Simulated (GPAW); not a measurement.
## Core-hole calculation of the As K edge in AsP (R3m)

What does one-electron theory with a core hole give for the As K edge of AsP (R3m)?

Calculated with GPAW 26.7.0; X-ray absorption from dipole matrix elements to empty bands, plane-wave PAW LDA.

## Step 1: Set-up

Symmetry: R3m, No. 160, trigonal system. The conventional cell has a = 3.685 Å, b = 3.685 Å, c = 9.979 Å, α = 90.00°, β = 90.00°, γ = 120.00°. As has 3 P at 2.45 Å nearest. Nearest to P lie 3 As at 2.45 Å. Farther neighbours are not listed.

As a file:

```
As P
1.0
     1.84263    1.06384    3.32627
    -1.84263    1.06384    3.32627
     0.00000   -2.12769    3.32627
As P
1 1
Cartesian
  0.0000 0.0000 7.7089
  0.0000 0.0000 2.2700
```

## Step 2: Ground state of the crystal

A plain self-consistent run shows whether there is a gap, which decides the set-up of the core-hole run.

scf.py reads:

```python
import numpy as np
from ase import Atoms
from ase.parallel import parprint, paropen
from gpaw import GPAW, PW, FermiDirac, Mixer, MixerDif, setup_paths
from gpaw.test import gen
setup_paths.insert(0, '.')
gen('As', name='nch1s', xcname='LDA', corehole=(1, 0, 0), write_xml=True)
from gpaw.mpi import world
world.barrier()

atoms = Atoms('AsP',
    cell=[[1.84263222, 1.06384421, 3.32627463],
     [-1.84263222, 1.06384421, 3.32627463],
     [0, -2.12768841, 3.32627463]],
    scaled_positions=[[0.772523, 0.772523, 0.772523],
     [0.227477, 0.227477, 0.227477]],
    pbc=True)
atoms.calc = calc = GPAW(legacy_gpaw=True, mode=PW(430), xc='LDA', setups={0: 'nch1s'},
    kpts={'size': (8, 8, 8), 'gamma': True}, occupations=FermiDirac(0.05),
    charge=0, mixer=Mixer(0.1, 5, 50), maxiter=150,
    convergence={'density': 0.0001}, txt='scf.txt')
energy = atoms.get_potential_energy() + calc.get_reference_energy()
ef = calc.get_fermi_level()
out = dict(energy=energy, fermi=ef, forces=atoms.get_forces().tolist())
parprint(f'all-electron energy {energy:.4f} eV, Fermi level {ef:.4f} eV')
ev = np.array([[calc.get_eigenvalues(k, s) for k in range(len(calc.get_ibz_k_points()))] for s in range(calc.get_number_of_spins())])
out['homo'], out['lumo'], out['counts'] = ev[ev < ef].max(), ev[ev > ef].min(), sorted(set((ev < ef).sum((0, 2)).tolist()))
out['filled'] = (ev[:, 0] < ef).sum(1).tolist()
import json
with paropen('out.json', 'w') as f:
    json.dump(out, f)
```

Command:

```sh
$ OMP_NUM_THREADS=1 mpirun -n 2 gpaw python scf.py
```

Numbers of over 12 decimals in the logs are rounded to 6 here.

The log of the run:

```text
Input parameters:
  convergence: {density: 0.0001}
  kpts: {gamma: True,
         size: (8, 8, 8)}
  maxiter: 150
  mixer: {backend: pulay,
          beta: 0.1,
          method: separate,
          nmaxold: 5,
          weight: 50}
  mode: {ecut: 430.0,
         name: pw}
  occupations: {fixmagmom: False,
                name: fermi-dirac,
                width: 0.05}
  setups: {0: nch1s}

Initialize ...

[... PAW data sets ...]

Reference energy: -70692.513623  # eV

Spin-paired calculation

[... convergence settings ...]
Symmetries present (total): 2
  [... symmetry matrices ...]

512 k-points: 8 x 8 x 8 Monkhorst-Pack grid + [1/16,1/16,1/16]
150 k-points in the irreducible part of the Brillouin zone
       k-points in crystal coordinates                weights
   0:     0.00000000    0.00000000    0.00000000          1/512
   1:     0.00000000    0.00000000    0.12500000          2/512
   2:     0.00000000    0.00000000    0.25000000          2/512
   3:     0.00000000    0.00000000    0.37500000          2/512
   4:     0.00000000    0.00000000    0.50000000          1/512
   5:     0.12500000   -0.12500000    0.00000000          2/512
   6:     0.12500000   -0.12500000    0.12500000          4/512
   7:     0.12500000   -0.12500000    0.25000000          4/512
   8:     0.12500000   -0.12500000    0.37500000          4/512
   9:     0.12500000   -0.12500000    0.50000000          2/512
          ...
 149:     0.50000000    0.50000000    0.50000000          1/512

Wave functions: Plane wave expansion
  Cutoff energy: 430.000 eV
  Number of coefficients (min, max): 773, 810
  Pulay-stress correction: 0.000000 eV/Ang^3 (de/decut=0.000000)
  Using FFTW library
  Wavefunction extrapolation:
    Improved wavefunction reuse through dual PAW basis

Occupation numbers: Fermi-Dirac:
  width: 0.0500  # eV

Eigensolver
   Davidson(niter=2)

Densities:
  Coarse grid: 20*20*20 grid
  Fine grid: 40*40*40 grid
  Total Charge: 0.000000

Density mixing:
  Method: separate
  Backend: pulay
  Linear mixing parameter: 0.1
  old densities: 5
  Width of damping distribution: 1.1
  Damping of long wavelength oscillations: 50

[... Hamiltonian set-up ...]
Number of atoms: 2
Number of atomic orbitals: 8
Number of bands in calculation: 8
Number of valence electrons: 10
Bands to converge: occupied

... initialized

Initializing position-dependent things.

Density initialized from atomic densities
Creating initial wave functions:
  8 bands from LCAO basis set

       As

       P

Atomic positions and initial magnetic moments

Positions:
   0 As    -0.000000    0.000000    7.708871    ( 0.0000,  0.0000,  0.0000)
   1 P      0.000000    0.000000    2.269953    ( 0.0000,  0.0000,  0.0000)

Unit cell:
           periodic     x           y           z      points  spacing
  1. axis:    yes    1.842632    1.063844    3.326275    20     0.1520
  2. axis:    yes   -1.842632    1.063844    3.326275    20     0.1520
  3. axis:    yes    0.000000   -2.127688    3.326275    20     0.1520

  Lengths:   3.948564   3.948564   3.948564
  Angles:   55.635256  55.635256  55.635256

Effective grid spacing dv^(1/3) = 0.1697

iter:   1   -11.349424
iter:   2   -11.344110   -1.99  -1.11
iter:   3   -11.313934   -2.52  -1.16
iter:   4   -11.308203   -4.08  -1.57
iter:   5   -11.303517   -3.38  -1.65
iter:   6   -11.303283c  -4.72  -2.42
iter:   7   -11.303196c  -5.03  -2.60
iter:   8   -11.303183c  -6.21  -3.18
iter:   9   -11.303181c  -6.80  -3.48
iter:  10   -11.303182c  -7.54c -3.93
iter:  11   -11.303182c  -9.12c -4.29c

Converged after 11 iterations.

Dipole moment: (-0.000000, -0.000000, 1.168073) |e|*Ang

Energy contributions relative to reference atoms: (reference = -70692.513623)

Kinetic:        +11.441737
Potential:      -11.524820
External:        +0.000000
XC:             -11.198960
Entropy (-ST):   -0.001661
Local:           -0.020308
SIC:             +0.000000
--------------------------
Free energy:    -11.304012
Extrapolated:   -11.303182

Showing only first 2 kpts
 Kpt  Band  Eigenvalues  Occupancy
  0     3      4.75864    2.00000
  0     4      4.75864    2.00000
  0     5      8.67624    0.00000
  0     6      9.91415    0.00000

  1     3      4.62217    2.00000
  1     4      5.09005    2.00000
  1     5      8.89303    0.00000
  1     6      9.65849    0.00000

Fermi level: 7.18861

No gap
No difference between direct/indirect transitions

Forces in eV/Ang:
  0 As    0.00000    0.00000    0.09654
  1 P     0.00000   -0.00000   -0.09878
Scalar-relativistic atomic LDA calculation for As (Arsenic, Z=33)
Core hole in 1s state (1s occupation: 2.0)
600 radial gridpoints.
|------------------------------------------------|
|------------------------------------------------|
[... the atom generator's iteration count ...]

Energy contributions:
-------------------------
Kinetic:    +2298.810624
XC:           -80.495842
Potential:  -4475.454781
-------------------------
Total:      -2257.139999

state      eigenvalue         ekin         rmax
-----------------------------------------------
1s^2.0 :  -429.649646   549.714764        0.030
2s^2.0 :   -54.524652   106.313752        0.170
2p^6.0 :   -47.885737   103.662753        0.136
3s^2.0 :    -6.960589    24.669262        0.522
3p^6.0 :    -4.903404    22.221985        0.521
3d^10.0:    -1.502997    17.049353        0.475
4s^2.0 :    -0.539904     3.098002        1.606
4p^3.0 :    -0.196323     1.805704        1.971
-----------------------------------------------
(units: Bohr and Hartree)

Generating PAW setup
Kinetic energy of the core from tauc = 2313.918695
Cutoffs:
rc(s)=2.000
rc(p)=2.000
rc(d)=2.000
rc(vbar)=1.800
rc(comp)=2.000
rc(nct)=2.000

Kinetic energy of the core states: 2287.197508
Charge: 0.0
Core electrons: 28.0
Valence electrons: 5.0
Pseudo-core charge: 1.220635
Shape function alpha=2.500
Pseudo-electron charge 6.693983
state    eigenvalue         norm
--------------------------------
4s(2) :    -0.539904     1.201804
*s    :     0.460096
4p(3) :    -0.196323     1.023247
*p    :     0.803677
*d    :     0.000000
--------------------------------

Diagonalizing with gridspacing h=0.050

state   all-electron     PAW
-------------------------------
4s:      -0.539904    -0.540221
4p:      -0.196323    -0.196570
*d:                    0.036990
*f:                    0.071517
-------------------------------
all-electron energy -70703.8168 eV, Fermi level 7.1886 eV
```

Wall time 15 s (2 MPI ranks of Arm Neoverse N1, shared host); peak memory 0.17 GiB.

The mesh shows no gap, so the system is treated as a metal and the core electron is put at the Fermi level (neutral cell).

## Step 3: Spectrum without a core hole, As atom 1

Without a hole the spectrum is the empty density of states of the right symmetry on the absorber, weighted by matrix elements. It needs only the small cell and serves as the baseline. The data set with a hole of occupation 0 only carries the core orbital.

The absorber has 3 P at 2.45 Å and 3 P at 3.00 Å (distorted octahedral, site symmetry 3m).

xas.py reads:

```python
import numpy as np
from ase import Atoms
from ase.parallel import parprint, paropen
from gpaw import GPAW, PW, FermiDirac, Mixer, MixerDif, setup_paths
from gpaw.test import gen
setup_paths.insert(0, '.')
gen('As', name='nch1s', xcname='LDA', corehole=(1, 0, 0), write_xml=True)
from gpaw.mpi import world
world.barrier()

atoms = Atoms('AsP',
    cell=[[1.84263222, 1.06384421, 3.32627463],
     [-1.84263222, 1.06384421, 3.32627463],
     [0, -2.12768841, 3.32627463]],
    scaled_positions=[[0.772523, 0.772523, 0.772523],
     [0.227477, 0.227477, 0.227477]],
    pbc=True)
atoms.calc = calc = GPAW(legacy_gpaw=True, mode=PW(430), xc='LDA', setups={0: 'nch1s'},
    kpts={'size': (11, 11, 11), 'gamma': True}, occupations=FermiDirac(0.1),
    charge=0, mixer=Mixer(0.1, 5, 50), maxiter=150,
    convergence={'density': 0.0001}, txt='scf.txt')
energy = atoms.get_potential_energy() + calc.get_reference_energy()
ef = calc.get_fermi_level()
out = dict(energy=energy, fermi=ef, forces=atoms.get_forces().tolist())
parprint(f'all-electron energy {energy:.4f} eV, Fermi level {ef:.4f} eV')
ev = np.array([[calc.get_eigenvalues(k, s) for k in range(len(calc.get_ibz_k_points()))] for s in range(calc.get_number_of_spins())])
out['homo'], out['lumo'], out['counts'] = ev[ev < ef].max(), ev[ev > ef].min(), sorted(set((ev < ef).sum((0, 2)).tolist()))
out['filled'] = (ev[:, 0] < ef).sum(1).tolist()

from ase.units import Ha
from gpaw.xas import dipole_matrix_elements
nb = int(calc.get_number_of_electrons() / 2) + 27
top = nb
nscf = calc.fixed_density(kpts={'size': (8, 8, 8), 'gamma': True},
    convergence={'eigenstates': 1.0}, txt='nscf.txt')
nscf.diagonalize_full_hamiltonian(nbands=nb)
cell = atoms.cell.array
ops = [cell.T @ U.T @ np.linalg.inv(cell.T) for U in nscf.wfs.kd.symmetry.op_scc]
E = np.arange(-25, 34, 0.1)
fwhm = np.interp(E, [4, 25], [2.14, 3.5])
Y, X, zero, highest = 0, 0, 1e9, 1e9
for spin in range(nscf.get_number_of_spins()):
    wfs = nscf.wfs
    A = dipole_matrix_elements(wfs.setups[0])
    eps = np.zeros((wfs.kd.nibzkpts, nb))
    d = np.zeros((3, A.shape[1], wfs.kd.nibzkpts, nb), complex)
    for kpt in wfs.kpt_u:
        if kpt.s == spin and 0 in kpt.P_ani:
            eps[kpt.k] = kpt.eps_n * Ha
            d[:, :, kpt.k] = (kpt.weight * wfs.nspins / 2) ** 0.5 * np.inner(A, kpt.P_ani[0])
    world.sum(eps)
    world.sum(d)
    T = np.einsum('amkn,bmkn->abkn', d, d.conj()).real
    T = sum(np.einsum('ai,ijkn,bj->abkn', R, T, R) for R in ops) / len(ops)
    empty = eps > ef
    zero, highest = min(zero, eps[empty].min()), min(highest, eps[:, top - 1].min())
    lines = [(eps, T, empty)] if spin == 0 else lines + [(eps, T, empty)]
for eps, T, empty in lines:
    f = np.einsum('aakn->akn', T).reshape(3, -1)
    x = eps.ravel() - zero
    w = np.interp(x, E, fwhm) / 2.35482
    g = np.exp(-0.5 * ((E[:, None] - x) / w) ** 2) / (w * (2 * np.pi) ** 0.5)
    Y = Y + (f * empty.ravel()) @ g.T
    X = X + (f * ~empty.ravel()) @ g.T
out.update(E=E.round(2).tolist(), xas=Y.tolist(), xes=X.tolist(), zero=zero, valid=highest - zero, nk=len(eps), nb=nb)
for i in range(0, len(E), 10):
    parprint(f'{E[i]:7.2f}', *(f'{v:10.3e}' for v in Y[:, i]))
import json
with paropen('out.json', 'w') as f:
    json.dump(out, f)
```

Command:

```sh
$ OMP_NUM_THREADS=1 mpirun -n 2 gpaw python xas.py
```

The log of the run:

```text
Input parameters:
  convergence: {density: 0.0001}
  kpts: {gamma: True,
         size: (11, 11, 11)}
  maxiter: 150
  mixer: {backend: pulay,
          beta: 0.1,
          method: separate,
          nmaxold: 5,
          weight: 50}
  mode: {ecut: 430.0,
         name: pw}
  occupations: {fixmagmom: False,
                name: fermi-dirac,
                width: 0.1}
  setups: {0: nch1s}

Initialize ...

[...]
*p    :     0.803677
*d    :     0.000000
--------------------------------

Diagonalizing with gridspacing h=0.050

state   all-electron     PAW
-------------------------------
4s:      -0.539904    -0.540221
4p:      -0.196323    -0.196570
*d:                    0.036990
*f:                    0.071517
-------------------------------
all-electron energy -70703.8073 eV, Fermi level 7.0997 eV
[...]
32.00  1.006e-07  1.006e-07  1.312e-07
  33.00  9.754e-08  9.754e-08  1.261e-07
[key lines of the parts left out:]
Converged after 11 iterations.
Dipole moment: (-0.000000, -0.000000, 1.166223) |e|*Ang
Free energy:    -11.296490
Fermi level: 7.09967
```

Run time: 3 min. Hardware: 2 MPI ranks; peak memory 0.31 GiB; 6 min of CPU time.

The As K spectrum, As atom 1, no core hole (energy from the lowest empty level; intensity scaled to a mean of 1 over the first 20 eV; polarised curves are means over the symmetry-equivalent atoms):

```tsv
E (eV)	isotropic	ε ⊥ c	ε ∥ c
-2.0	0.01	0.01	0.01
-1.0	0.13	0.13	0.13
0.0	0.67	0.68	0.65
1.0	1.47	1.47	1.47
2.0	1.82	1.81	1.84
3.0	1.78	1.87	1.60
4.0	1.57	1.69	1.34
5.0	1.39	1.40	1.38
6.0	1.25	1.17	1.41
7.0	0.95	0.91	1.04
8.0	0.65	0.67	0.60
9.0	0.57	0.61	0.50
10.0	0.65	0.69	0.58
11.0	0.75	0.79	0.67
12.0	0.81	0.84	0.76
13.0	0.80	0.81	0.78
14.0	0.76	0.77	0.74
15.0	0.76	0.76	0.74
16.0	0.81	0.81	0.80
17.0	0.85	0.85	0.84
18.0	0.82	0.83	0.80
19.0	0.74	0.76	0.69
20.0	0.68	0.71	0.63
21.0	0.67	0.69	0.64
22.0	0.68	0.68	0.68
23.0	0.70	0.69	0.71
24.0	0.71	0.71	0.72
25.0	0.72	0.72	0.72
26.0	0.70	0.70	0.71
27.0	0.67	0.66	0.68
28.0	0.64	0.62	0.67
29.0	0.65	0.62	0.71
30.0	0.71	0.66	0.80
```

Main maxima below 30 eV (height): 2.4 eV (1.83), 12.4 eV (0.81), 17.2 eV (0.85) and 24.6 eV (0.72). A K edge sees empty p states on the absorber.

The same matrix elements for filled bands give the As K emission of As atom 1 (ground-state approximation; energy from the lowest empty level, largest value 1):

```tsv
E (eV)	emission
-24.00	0.00
-23.25	0.00
-22.50	0.00
-21.75	0.00
-21.00	0.00
-20.25	0.00
-19.50	0.00
-18.75	0.00
-18.00	0.00
-17.25	0.00
-16.50	0.00
-15.75	0.00
-15.00	0.01
-14.25	0.02
-13.50	0.03
-12.75	0.04
-12.00	0.04
-11.25	0.06
-10.50	0.09
-9.75	0.10
-9.00	0.08
-8.25	0.08
-7.50	0.13
-6.75	0.29
-6.00	0.49
-5.25	0.69
-4.50	0.88
-3.75	0.99
-3.00	0.98
-2.25	0.84
-1.50	0.61
-0.75	0.35
0.00	0.14
0.75	0.04
1.50	0.01
2.25	0.00
3.00	0.00
```

Emission maxima: -3.4 eV (1.00).

## Step 4: Supercell without a hole, the energy reference

The photon energy needs a difference of total energies, so the cell and mesh of the coming hole run are first run without a hole.

scf.py, as its differences from that of step 2:

```diff
@@ -10,11 +10,17 @@
 
-atoms = Atoms('AsP',
-    cell=[[1.84263222, 1.06384421, 3.32627463],
-     [-1.84263222, 1.06384421, 3.32627463],
-     [0, -2.12768841, 3.32627463]],
-    scaled_positions=[[0.772523, 0.772523, 0.772523],
-     [0.227477, 0.227477, 0.227477]],
+atoms = Atoms('As4P4',
+    cell=[[0, -4.25537682, -3.32627463],
+     [-3.68526443, 2.12768841, -3.32627463],
+     [3.68526443, 2.12768841, -3.32627463]],
+    scaled_positions=[[0.227477, 0.227477, 0.227477],
+     [0.727477, 0.727477, 0.227477],
+     [0.727477, 0.227477, 0.727477],
+     [0.227477, 0.727477, 0.727477],
+     [0.772523, 0.772523, 0.772523],
+     [0.272523, 0.272523, 0.772523],
+     [0.272523, 0.772523, 0.272523],
+     [0.772523, 0.272523, 0.272523]],
     pbc=True)
 atoms.calc = calc = GPAW(legacy_gpaw=True, mode=PW(430), xc='LDA', setups={0: 'nch1s'},
-    kpts={'size': (8, 8, 8), 'gamma': True}, occupations=FermiDirac(0.05),
+    kpts={'size': (5, 5, 5), 'gamma': True}, occupations=FermiDirac(0.1),
     charge=0, mixer=Mixer(0.1, 5, 50), maxiter=150,
```

Command:

```sh
$ OMP_NUM_THREADS=1 mpirun -n 2 gpaw python scf.py
```

The log of the run:

```text
Input parameters:
  convergence: {density: 0.0001}
  kpts: {gamma: True,
         size: (5, 5, 5)}
  maxiter: 150
  mixer: {backend: pulay,
          beta: 0.1,
          method: separate,
          nmaxold: 5,
          weight: 50}
  mode: {ecut: 430.0,
         name: pw}
  occupations: {fixmagmom: False,
                name: fermi-dirac,
                width: 0.1}
  setups: {0: nch1s}

Initialize ...

[...]
4s(2) :    -0.539904     1.201804
*s    :     0.460096
4p(3) :    -0.196323     1.023247
*p    :     0.803677
*d    :     0.000000
--------------------------------

Diagonalizing with gridspacing h=0.050

state   all-electron     PAW
-------------------------------
4s:      -0.539904    -0.540221
4p:      -0.196323    -0.196570
*d:                    0.036990
*f:                    0.071517
-------------------------------
all-electron energy -282815.2195 eV, Fermi level 7.1390 eV
[key lines of the parts left out:]
Converged after 17 iterations.
Dipole moment: (0.000000, -0.000001, 0.464569) |e|*Ang
Free energy:    -45.180552
Fermi level: 7.13905
```

It took 77 s on 2 MPI ranks; peak memory 0.24 GiB.

Reference energy: -282815.220 eV with the cores included.

[end of part 1 of 3]

[Banner, clock and machine lines of the logs are left out without a mark of their own.]

[Logs are printed without paths, hosts, clocks, repeated set-up lines and the standing remarks that a program may print on its own settings, such as how far it seeks lower states.]

[Hosts, paths, dates, database ids (printed as entryN), source tags and the programs' standing remarks are cut or masked in the printed files.]

[Lists of maxima count a maximum above −3 eV only where it reaches 4 % of the highest in the window and stands out from its surroundings by 2 % of it (1.5 % where it reaches 55 %); shoulders and weaker maxima are passed over, and of the rest the first, up to two pre-edge ones and the few strongest are named.]
